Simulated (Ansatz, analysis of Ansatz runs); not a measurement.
# Li on a Zn site in ZnO: charge-transition level against experiment, part 2 of 2

Aim: the charge-transition level of the Li on a Zn site in ZnO, to be set beside the measurement. Set-up: HSE06, 32-site cell, PBE lattice, 420 eV, k: the zone centre alone, random start of 0.1 A, relaxed with the hybrid. The model is a cell of 32 host atoms with 1 Zn taken out and 1 Li put in. The level is the Fermi energy at which two charge states have equal formation energy, after a correction for the images of the charge. Exact exchange opens the gap, stiffens bonds and lessens the self-interaction error, at many times the cost.

Ansatz 0.2.0; HSE06, 32-site cell, PBE lattice, 420 eV, k: the zone centre alone, random start of 0.1 A, relaxed with the hybrid.

So far: The starting structure; Relaxation, charge 0.

In doubt: the hybrid run may have settled on a false gap or state (step 2), so the values of those runs are not to be relied on.

## 2. Relaxation, charge 0 (continued)

Level of this step: plane-wave PAW DFT, HSE06; relaxation of all atoms of a defect supercell (Ansatz).

The steps of the relaxation:

| step | energy less that of the first step (eV) | largest force component (eV/Å) |
| --- | --- | --- |
| 1 | 0.0000 | 1.6708 |
| 2 | -0.8457 | 1.1880 |
| 3 | -1.4769 | 0.3525 |
| 4 | -1.5791 | 0.0928 |
| 5 | -1.5787 | 0.1298 |
| 6 | -1.5791 | 0.0929 |
| 7 | -1.5788 | 0.1295 |
| 8 | -1.5842 | 0.0212 |
| 9 | -1.5848 | 0.0097 |

Relaxation steps 5, 7 were tried and not accepted.

The atoms that moved most (Å, from the sites as typed, ahead of the random displacement, the mean shift of all atoms taken out):

| atom | dx | dy | dz | length |
| --- | --- | --- | --- | --- |
| Li14 | -0.001 | 0.259 | 0.113 | 0.283 |
| O4 | 0.002 | -0.205 | -0.097 | 0.227 |
| Zn1 | 0.000 | -0.026 | -0.094 | 0.098 |
| Zn6 | 0.038 | -0.032 | 0.033 | 0.060 |
| Zn22 | -0.035 | -0.034 | 0.032 | 0.058 |
| Zn5 | 0.001 | 0.044 | -0.001 | 0.044 |
| O15 | -0.001 | 0.017 | 0.032 | 0.036 |
| O12 | -0.027 | 0.022 | -0.003 | 0.035 |

The relaxed structure:

```xyz
32
Lattice="6.5590 0.0000 0.0000 -3.2795 5.6803 0.0000 0.0000 0.0000 10.5865" Properties=species:S:1:pos:R:3 pbc="T T T"
Zn    0.0011    1.8696    2.5683
Zn    1.6479    0.9422    0.0030
O     1.6570    0.9324    1.9967
O     0.0030    1.6906    4.5724
Zn    0.0021    1.9389    7.9554
Zn    1.6796    0.9169    5.3419
O     1.6420    0.9597    7.3046
O     0.0013    1.8874    9.9623
Zn   -1.6360    4.7266    2.6889
Zn    0.0014    3.7875    0.0082
O     0.0004    3.7634    2.0171
O    -1.6652    4.7578    4.6661
Zn   -1.6215    4.7248    7.9644
Li    0.0007    4.0478    5.4223
O     0.0008    3.8057    7.3480
O    -1.6416    4.7325    9.9636
Zn    3.2824    1.8928    2.6642
Zn    4.9148    0.9408    0.0027
O     4.9055    0.9312    1.9981
O     3.2829    1.8973    4.6743
Zn    3.2819    1.9111    7.9614
Zn    4.8860    0.9144    5.3409
O     4.9213    0.9585    7.3042
O     3.2817    1.8995    9.9460
Zn    1.6369    4.7240    2.6922
Zn    3.2811    3.7908    0.0302
O     3.2802    3.7809    2.0257
O     1.6619    4.7536    4.6683
Zn    1.6245    4.7249    7.9637
Zn    3.2787    3.8132    5.3293
O     3.2812    3.7980    7.3094
O     1.6437    4.7316    9.9632
```

Neighbours of Li14 at the end:

| atom | distance (Å) |
| --- | --- |
| O15 | 1.941 |
| O28 | 1.956 |
| O12 | 1.962 |
| O4 | 2.506 |
| Zn6 | 3.011 |
| Zn22 | 3.012 |
| Zn13 | 3.091 |
| Zn29 | 3.091 |

Read from the output:

```
free energy                           : -59066.4565 eV
total moment                          : 1 μB
integral of the absolute spin density : 1.244 μB
spin contamination                    : 0.01066
```

The relaxation ends 50 meV an atom lower than the displaced start, with a largest force component of 0.0097 eV/Å.

## 3. Relaxation, charge −1

The input displaces the atoms at random before the relaxation, so that it can leave a symmetric saddle if there is one.

File relax1/input.yaml:

```yaml
relax:
  f_tol: 0.02
  max_steps: 80
  random_displacement: { amplitude: 0.1, seed: 102 }
crystal:
  lattice:
    - [6.55903995, 0.0, 0.0]
    - [-3.27951997, 5.68029522, 0.0]
    - [0.0, 0.0, 10.5865021]
  atoms:
    - { symbol: Zn, position: [0.166666667, 0.333333333, 0.249983552] }
    - { symbol: Zn, position: [0.333333333, 0.166666667, -1.6448e-05] }
[... 1 atom line left out ...]
    - { symbol: O, position: [0.166666667, 0.333333333, 0.439521448] }
    - { symbol: Zn, position: [0.166666667, 0.333333333, 0.749983552] }
    - { symbol: Zn, position: [0.333333333, 0.166666667, 0.499983552] }
[... 2 atom lines left out ...]
    - { symbol: Zn, position: [0.166666667, 0.833333333, 0.249983552] }
[... 2 atom lines left out ...]
    - { symbol: O, position: [0.166666667, 0.833333333, 0.439521448] }
    - { symbol: Zn, position: [0.166666667, 0.833333333, 0.749983552] }
    - { symbol: Li, position: [0.333333333, 0.666666667, 0.499983552] }
    - { symbol: O, position: [0.333333333, 0.666666667, 0.689521448] }
[... 9 atom lines left out ...]
    - { symbol: Zn, position: [0.666666667, 0.833333333, 0.249983552] }
[... 2 atom lines left out ...]
    - { symbol: O, position: [0.666666667, 0.833333333, 0.439521448] }
    - { symbol: Zn, position: [0.666666667, 0.833333333, 0.749983552] }
[... 2 atom lines left out ...]
    - { symbol: O, position: [0.666666667, 0.833333333, 0.939521448] }
  host:
    repeats: [2, 2, 2]
    atoms:
      - { symbol: Zn, position: [0.333333333, 0.666666667, 0.499967103] }
      - { symbol: Zn, position: [0.666666667, 0.333333333, -3.2897e-05] }
      - { symbol: O, position: [0.666666667, 0.333333333, 0.379042897] }
      - { symbol: O, position: [0.333333333, 0.666666667, 0.879042897] }
total_charge: -1
basis:
  ecutwfc: 420
  xc_grid: 2
hamiltonian:
  xc: hse06
kpoints:
  mp_grid: { grid: [1, 1, 1] }
scf:
  occupations: { method: fermi_dirac, width: 0.01 }
  max_iter: 120
output:
  forces: true
  charged_corrections:
    epsilon: [5.21, 5.21, 5.27]
    static_epsilon: [10.56, 10.56, 11.59]
    defect_position: [0.333333, 0.666667, 0.499984]
  eigenvalues: true
checkpoint:
  write: "../relax1.run"
  compress: false
  write_wavefunctions: true
  write_every: 100000
```

Run with:

```console
ansatz run input.yaml --threads 4 --pin off --max-ram 7536MiB --backend cpu --events-out ev --progress --plain --runs-dir out
```

Numbers of over 12 decimals in the logs are rounded to 6 here.

The program printed:

```text
[...]
Crystal: 32 atoms, lattice volume = 394.424 Å³
Basis set: ecut = 420 eV, 7607 PW (Γ), exchange–correlation on 90×90×144 points (8 copies of the dense FFT grid, shifted against one another)
Bands: 172, of which v1, the nominal top of the filled ones, is band 140 counted from 1 (139 counted from 0)
Symmetry: 1 space group operations
k-points: 1
[...]
SCF iter   1: F=—  HF=-59061.401077 eV  |F-HF|=—  |Δ(HF+E_count)|=         —  Δρ=1.85e-2  dr2=1.05e0  ethr=1.77e-3  ⟨swp⟩=20.0  Hψ=802  notcnv=1
[...]
SCF iter  11: F=-59061.079733 eV  HF=-59061.079733 eV  |F-HF|=2.30e-8  |Δ(HF+E_count)|=   4.15e-8  Δρ=5.42e-6  dr2=6.09e-8  ethr=1.68e-10  ⟨swp⟩=3.0  Hψ=337  notcnv=0
SCF 1 converged in 11 iterations: F = -59061.079733 eV  dr2 = 6.09e-8
[...]
Frozen-core exchange: fock
[...]
SCF 2 stopped early in 7 iterations: F = -59059.086594 eV  dr2 = 7.03e-5
[...]
- { symbol: O, position: [0.333885, 0.167134, 0.690273] }
    - { symbol: O, position: [0.166204, 0.332125, 0.940581] }
    - { symbol: Zn, position: [0.167730, 0.833184, 0.257383] }
    - { symbol: Zn, position: [0.333624, 0.666987, 0.001059] }
    - { symbol: O, position: [0.333645, 0.666926, 0.188711] }
    - { symbol: O, position: [0.165314, 0.835613, 0.440714] }
    - { symbol: Zn, position: [0.169255, 0.831642, 0.749456] }
    - { symbol: Li, position: [0.333573, 0.666846, 0.497791] }
    - { symbol: O, position: [0.333623, 0.666889, 0.698577] }
    - { symbol: O, position: [0.166409, 0.834535, 0.940503] }
    - { symbol: Zn, position: [0.667028, 0.333669, 0.254141] }
[...]
- { symbol: Zn, position: [0.665957, 0.833022, 0.257314] }
    - { symbol: Zn, position: [0.834095, 0.667639, 0.002649] }
    - { symbol: O, position: [0.833441, 0.666193, 0.189648] }
    - { symbol: O, position: [0.670626, 0.835397, 0.440637] }
    - { symbol: Zn, position: [0.662715, 0.831513, 0.749525] }
    - { symbol: Zn, position: [0.836471, 0.672555, 0.500054] }
    - { symbol: O, position: [0.833704, 0.666988, 0.690263] }
    - { symbol: O, position: [0.668467, 0.834350, 0.940577] }
[key lines of the parts left out:]
Free energy (F): -59060.841720 eV
Fermi energy:    6.547824 eV
```

The job ended after 99 s (4 threads of AMD EPYC 7R13 (Zen 3), shared host; peak memory 0.99 GiB; 5.8 min of CPU time).

Step by step:

| step | energy less that of the first step (eV) | largest force component (eV/Å) |
| --- | --- | --- |
| 1 | 0.0000 | 1.8921 |
| 2 | -1.0281 | 1.1443 |
| 3 | -1.7412 | 0.2070 |
| 4 | -1.7595 | 0.0599 |
| 5 | -1.7628 | 0.0354 |
| 6 | -1.7635 | 0.0063 |

The atoms that moved most (Å, from the sites as typed, ahead of the random displacement, the mean shift of all atoms taken out):

| atom | dx | dy | dz | length |
| --- | --- | --- | --- | --- |
| O15 | 0.000 | -0.001 | 0.080 | 0.080 |
| Zn9 | 0.006 | -0.003 | 0.062 | 0.062 |
| Zn25 | -0.005 | -0.004 | 0.061 | 0.062 |
| Zn1 | 0.000 | 0.006 | 0.061 | 0.061 |
| Li14 | 0.000 | -0.001 | -0.039 | 0.039 |
| Zn22 | 0.027 | -0.016 | -0.016 | 0.035 |
| Zn30 | 0.000 | 0.032 | -0.015 | 0.035 |
| Zn6 | -0.027 | -0.015 | -0.015 | 0.034 |

Final coordinates:

```xyz
32
Lattice="6.5590 0.0000 0.0000 -3.2795 5.6803 0.0000 0.0000 0.0000 10.5865" Properties=species:S:1:pos:R:3 pbc="T T T"
Zn    0.0012    1.9013    2.7239
Zn    1.6390    0.9476    0.0276
O     1.6453    0.9513    2.0072
O     0.0014    1.8741    4.6646
Zn    0.0012    1.9191    7.9351
Zn    1.6144    0.9338    5.2941
O     1.6418    0.9494    7.3076
O     0.0009    1.8866    9.9575
Zn   -1.6323    4.7327    2.7248
Zn    0.0009    3.7887    0.0112
O     0.0012    3.7883    1.9978
O    -1.6561    4.7465    4.6656
Zn   -1.6172    4.7240    7.9341
Li    0.0010    3.7879    5.2699
O     0.0012    3.7881    7.3955
O    -1.6454    4.7404    9.9566
Zn    3.2808    1.8953    2.6905
Zn    4.9229    0.9469    0.0284
O     4.9161    0.9503    2.0080
O     3.2812    1.8958    4.6617
Zn    3.2814    1.8958    7.9355
Zn    4.9476    0.9326    5.2933
O     4.9200    0.9486    7.3066
O     3.2813    1.8960    9.9416
Zn    1.6361    4.7318    2.7241
Zn    3.2813    3.7924    0.0280
O     3.2818    3.7842    2.0077
O     1.6590    4.7453    4.6648
Zn    1.6198    4.7232    7.9348
Zn    3.2808    3.8203    5.2938
O     3.2809    3.7887    7.3075
O     1.6482    4.7394    9.9574
```

Neighbours of Li14 at the end:

| atom | distance (Å) |
| --- | --- |
| O4 | 2.007 |
| O12 | 2.007 |
| O28 | 2.008 |
| O15 | 2.126 |
| Zn9 | 3.168 |
| Zn1 | 3.169 |
| Zn25 | 3.170 |
| Zn13 | 3.255 |
| Zn5 | 3.255 |
| Zn29 | 3.255 |
| O11 | 3.272 |
| Zn6 | 3.279 |
| Zn22 | 3.279 |
| Zn30 | 3.279 |

Read from the output:

```
free energy : -59060.8417 eV
```

The relaxation ends 55 meV an atom lower than the displaced start, with a largest force component of 0.0063 eV/Å.

## 4. Charge-transition levels

A charged cell feels its images and has its own zero of potential; this step corrects both and places the level between the host's band edges.

This step: place-levels on HSE06 runs: charge-transition levels with image-charge correction and potential alignment at the atomic sites.

File levels.yaml:

```yaml
host:
  run: host.relax.run
states: [relax0.run, relax1.run]
```

Run with:

```console
ansatz place-levels levels.yaml -- --threads 4 --pin off --max-ram 7536MiB
```

The program printed:

```text
(0/-1) 0.606 eV above the valence edge, 1.845 eV under the conduction edge
  edges by hse06, gap 2.451 eV; the host is sampled to repeats of 6.56 Å
  the defect's cells are sampled to repeats of 6.56 Å, like sampling
  charge 0: +0.000 eV for its dipole among its images, -0.006 omitted
  charge -1: -59060.2500 eV with its correction of +0.592 eV, at epsilon [10.56, 10.56, 11.59], aligned at sites: -0.3585 eV, mean over 21 atomic sites at or beyond 3.28 Å from the host's site at [0.3333, 0.6667, 0.5009] by the defect at [0.3333, 0.6667, [...]
  of the host: a hybrid's levels can ripple along a path where its exchange mesh is coarse, and an extremum then takes the crest, of which none of its warnings tells: converge the edges in the exchange mesh (kpoints.mp_grid)
  of states[0] (relax0.run): its only k-point is the zone centre, where a defect's energies can be off by tenths of an eV or more: see "From the zone centre to a mesh" in the quickstart; [...]
  of states[1] (relax1.run): how wide its charge is, is not read beside other atoms or cores, and a band state would take no correction. [...]
```

Wall time 0.11 s (4 threads).

This step gave:

| Property | Result |
| --- | --- |
| gap | 2.451 eV |

## 5. What came out

```yaml
static_dielectric_constant_used: 10.9
band_gap_of_the_host: 2.45 eV
0_minus_1_level_above_the_valence_band_top: 0.61 eV
time_of_the_whole_chain: 16 min on 4 threads
```

In words: (0/-1) level above the valence-band top: computed 0.61 eV, measured 0.8 eV; 0.19 eV below the measurement. The level is counted in a gap of 2.45 eV, and the correction is screened by a dielectric constant of 10.9 from a linear-response run on the host (PBE). Limits: the zone centre alone is a coarse sampling for this cell; the periodic copies of the defect are only 6.6 Å apart.

[Logs are printed without paths, hosts, clocks, repeated set-up lines and the standing remarks that a program may print on its own settings, such as how far it seeks lower states.]

[Hosts, paths, dates, database ids (printed as entryN), source tags and the programs' standing remarks are cut or masked in the printed files.]

[For some hosts the program warned that the k-mesh of the response run may be too coarse for force constants and the static dielectric constant; such warnings are not shown here.]
